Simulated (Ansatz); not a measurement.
# FeAs2 (Lollingite): converging the G0W0 gap, part 2 of 2

Aim: see how the G0W0 gap of FeAs2 (Lollingite) on LDA moves with empty bands and screening cutoff, and what each rung costs.

Ansatz 0.2.0; G0W0 on LDA, plane waves, PAW. Known limits of the many-body steps: not at the basis limit; mesh may overstate the screening; no spin polarisation; d states lean on the start; no spin-orbit coupling; coarse k mesh.

So far. Step 4 (724 empty bands, screening to 230 eV): Against the run with 4×4×6 mesh, 336 empty bands, screening to 138 eV, the gap moves by −0.017 eV.

In doubt: one-shot GW on d or f shells is unsure (steps 2, 3, 4, 5, 6), so the values of those runs are not to be relied on.

## 5. Changing the k mesh: 2×2×4 mesh, 336 empty bands, screening to 138 eV

A second mesh at equal bands and cutoff isolates the sampling error. Bands and cutoff differ from the step before, so it is read against an earlier run that matches them.

Contents of input.yaml:

```yaml
crystal:
  lattice:
    - [5.3012, 0.0, 0.0]
    - [0.0, 5.9858, 0.0]
    - [0.0, 0.0, 2.8822]
  atoms:
    - { symbol: Fe, position: [0.0, 0.0, 0.0] }
    - { symbol: Fe, position: [0.5, 0.5, 0.5] }
    - { symbol: As, position: [0.1763, 0.3624, 0.0] }
    - { symbol: As, position: [0.8237, 0.6376, 0.0] }
    - { symbol: As, position: [0.6763, 0.1376, 0.5] }
    - { symbol: As, position: [0.3237, 0.8624, 0.5] }
kpoints:
  mp_grid: { grid: [2, 2, 4] }
hamiltonian:
  xc: lda
scf:
  occupations: { method: fixed }
gw:
  n_empty_bands: 336
  ecut_chi: 138
  qp_bands: [v2, c2]
  qp_kpoints: band_edges
  screening: { model: contour_deformation }
```

Run with:

```console
$ ansatz run input.yaml --threads 3 --pin off --max-ram 92160MiB --backend cuda --events-out ev --progress --plain --runs-dir out --devices 1 --max-vram 13GiB  # rebuilt from the run's record
```

Numbers of over 12 decimals in the logs are rounded to 6 here.

Output:

```text
GPUs: using 1 of 1 available (devices: 1).
[...]
GPU FFT provider: cuFFT
GPU libraries: cuBLAS 13.8.2, cuFFT 12.4.0, cuSOLVER 12.3.4
Crystal: 6 atoms, lattice volume = 91.458 Å³
Basis set: ecut = 420 eV, 1781 PW (Γ)
Bands: 56, of which v1, the nominal top of the filled ones, is band 46 counted from 1 (45 counted from 0)
Symmetry: 8 space group operations
[...]
k-points: 12 of 16
[...]
6    46     14.0024   -35.0263     5.8729   -30.0322  0.5997    14.8358    14.8812  root ?
[...]
11    45     14.1845   -22.5373     2.4898   -20.2965  0.7068    14.4315    14.4336  root
    11    46     14.1845   -22.5373     2.4898   -20.2965  0.7068    14.4315    14.4336  root
    11    47     14.7225   -25.2173    -4.5153   -30.7335  0.6265    15.7411    15.7234  root
    11    48     14.7225   -25.2173    -4.5153   -30.7335  0.6265    15.7411    15.7234  root
[key lines of the parts left out:]
SCF converged after 10 iterations
Free energy (F): -27936.699645 eV
Fermi energy:    14.184545 eV
```

The job ended after 24 s (1 × NVIDIA H100 80GB HBM3 (shared by 6 runs) with 3 threads of AMD EPYC 7R13 (Zen 3), shared host; peak memory 1.5 GiB).

This step gave:

| Item | Value |
| --- | --- |
| bands summed | 382 |
| RPA ε∞ on this mesh (eigenvalues) | 24.50, 40.19, 59.49 |
| plane waves in the screening matrix | 337 |
| G0W0 gap on the mesh | 0.3049 eV |
| k of the valence top | 0, 0, 0 |
| k of the conduction bottom | 0, 0, 0.25 |
| starting gap on the mesh | 0.2507 eV |
| least direct G0W0 gap on the computed points | 0.6560 eV |

Against the run with 4×4×6 mesh, 336 empty bands, screening to 138 eV, the gap moves by −0.06 eV. A band edge is found at another k point on this mesh.

## 6. Changing the frequency model: 4×4×6 mesh, 724 empty bands, screening to 230 eV, plasmon pole

A plasmon pole stands in for the full frequency dependence of the screening; this run shows what that costs in accuracy. Bands and cutoff differ from the step before, so it is read against an earlier run that matches them.

input.yaml, the sections that differ from step 5:

```yaml
kpoints:
  mp_grid: { grid: [4, 4, 6] }
gw:
  n_empty_bands: 724
  ecut_chi: 230.0
  qp_bands: [v2, c2]
  qp_kpoints: band_edges
  screening: { model: godby_needs }
# crystal, hamiltonian, scf: as in step 5
```

Output:

```text
GPUs: using 1 of 1 available (devices: 1).
[...]
GPU FFT provider: cuFFT
GPU libraries: cuBLAS 13.8.2, cuFFT 12.4.0, cuSOLVER 12.3.4
Crystal: 6 atoms, lattice volume = 91.458 Å³
Basis set: ecut = 420 eV, 1781 PW (Γ)
Bands: 56, of which v1, the nominal top of the filled ones, is band 46 counted from 1 (45 counted from 0)
Symmetry: 8 space group operations
[...]
k-points: 36 of 96
[...]
1    48     15.9045   -24.8139    -2.8858   -28.7546  0.7293    16.9627    16.9594  root
[...]
35    45     14.2046   -22.5429     2.1902   -20.5693  0.7667    14.4210    14.4212  root
    35    46     14.2046   -22.5429     2.1902   -20.5693  0.7667    14.4210    14.4212  root
    35    47     14.7983   -25.4952    -4.0395   -30.7293  0.7049    16.0009    15.9928  root
    35    48     14.7983   -25.4952    -4.0395   -30.7293  0.7049    16.0009    15.9928  root
[key lines of the parts left out:]
SCF converged after 9 iterations
Free energy (F): -27936.816318 eV
Fermi energy:    14.240246 eV
```

Elapsed: 6.1 min, on 1 × NVIDIA H100 80GB HBM3 (shared by 6 runs) with 3 threads; peak memory 6.9 GiB; 13 min of CPU time.

This step gave:

```
bands summed                                 : 770
plasmon-pole fit frequency                   : 37.24 eV
RPA ε∞ on this mesh (eigenvalues)            : 25.89, 28.44, 41.29
plane waves in the screening matrix          : 757
G0W0 gap on the mesh                         : 0.2552 eV
k of the valence top                         : 0, 0, 0
k of the conduction bottom                   : 0, 0, 0.1667
starting gap on the mesh                     : 0.2540 eV
least direct G0W0 gap on the computed points : 0.5755 eV
```

Against the run with 4×4×6 mesh, 724 empty bands, screening to 230 eV, the gap moves by −0.09 eV.

## 7. Side by side

Times are wall times on 1 × NVIDIA H100 80GB HBM3 (shared by 6 runs) with 3 threads of AMD EPYC 7R13 (Zen 3), shared host, good to a factor of about two.

| mesh | files | frequency | bands summed | cutoff (eV) | start (eV) | G0W0 (eV) | time | host memory (GiB) |
| --- | --- | --- | --- | --- | --- | --- | --- | --- |
| 4×4×6 | default PAW | contour deformation | 165 | 69 | 0.254 | 0.507 | 47 s | 1.4 |
| 4×4×6 | default PAW | contour deformation | 382 | 138 | 0.254 | 0.361 | 2.6 min | 2.3 |
| 4×4×6 | default PAW | contour deformation | 770 | 230 | 0.254 | 0.344 | 4.8 min | 5.4 |
| 2×2×4 | default PAW | contour deformation | 382 | 138 | 0.251 | 0.305 | 24 s | 1.5 |
| 4×4×6 | default PAW | plasmon pole | 770 | 230 | 0.254 | 0.255 | 6.1 min | 6.9 |

The parts of the quasiparticle energy at the two band edges (eV; QP = start + Σx + Σc − Vxc):

| run | edge | start | Σx | Σc | Vxc | Z | QP |
| --- | --- | --- | --- | --- | --- | --- | --- |
| 165 bands | valence top | 14.18 | -32.43 | 4.50 | -28.97 | 0.65 | 15.22 |
| 165 bands | conduction bottom | 14.78 | -20.23 | -2.46 | -23.63 | 0.69 | 15.73 |
| 382 bands | valence top | 14.16 | -35.29 | 5.65 | -30.54 | 0.62 | 15.06 |
| 382 bands | conduction bottom | 14.78 | -20.23 | -2.76 | -23.63 | 0.68 | 15.42 |
| 770 bands | valence top | 14.16 | -35.29 | 5.55 | -30.54 | 0.61 | 14.95 |
| 770 bands | conduction bottom | 14.78 | -20.23 | -2.89 | -23.63 | 0.68 | 15.30 |

 Where G0W0 reorders the edges (165 bands, 382 bands and 770 bands), the two states listed lie further apart at the start than the starting gap.

## 8. Summary of results

- 165 bands, 69 eV: 0.507 eV
- 382 bands, 138 eV: 0.361 eV
- 770 bands, 230 eV: 0.344 eV
- estimated limit in bands and cutoff: 0.33 eV
- mesh and start: 4×4×6, LDA

In words: A line in one over the bands through the two highest rungs gives 0.33 eV, −0.02 eV from the top rung; the pair below can't check it, so it is rough. The rungs stand 0.18 eV (165 bands), 0.03 eV (382 bands) and 0.02 eV (770 bands) from it. From 165 to 770 bands the gap moves by −0.16 eV while the time grows 6.2-fold. On the 2×2×4 mesh in place of 4×4×6 the gap differs by −0.06 eV, of which −0.003 eV is already in the start. The plasmon-pole model gives −0.09 eV against contour deformation, 99 % of the correction (the least direct gap moves by −0.02 eV), and saved no time in this program. The cheapest rung within 0.1 eV of this estimate is that with 382 bands (2.6 min). The 4×4×6 mesh is coarse for this cell (its supercell is 17 Å along the shortest edge). The RPA ε∞ on it, from the LDA start, is 25.89, 28.44 and 41.29; such meshes misread the long-range screening, most where the gap is narrow. The RPA ε∞ on this mesh reaches over 25; with a narrow direct gap a coarse mesh can overstate it, and the correction is then too small. The runs have no spin polarisation. For a closed low-spin shell that is the natural state; where a d or f shell is open it is a constraint, and the gap is then not the crystal's own. With d states at the gap, one-shot GW leans hard on its start. The many-body steps are scalar-relativistic: spin-orbit coupling is not in them.

[Paths, hosts, dates, memory and timing lines, banners, echoed tables and standing remarks are left out of the program output.]

[Logs are printed without paths, hosts, clocks, repeated set-up lines and the standing remarks that a program may print on its own settings, such as how far it seeks lower states.]

[Runs of the session that timed out or met a known fault of the program may be left out.]

[Cells called generated may have been cut or substituted from an entry of the Crystallography Open Database or the Materials Project.]

[Hosts, paths, dates, database ids (printed as entryN), source tags and the programs' standing remarks are cut or masked in the printed files.]
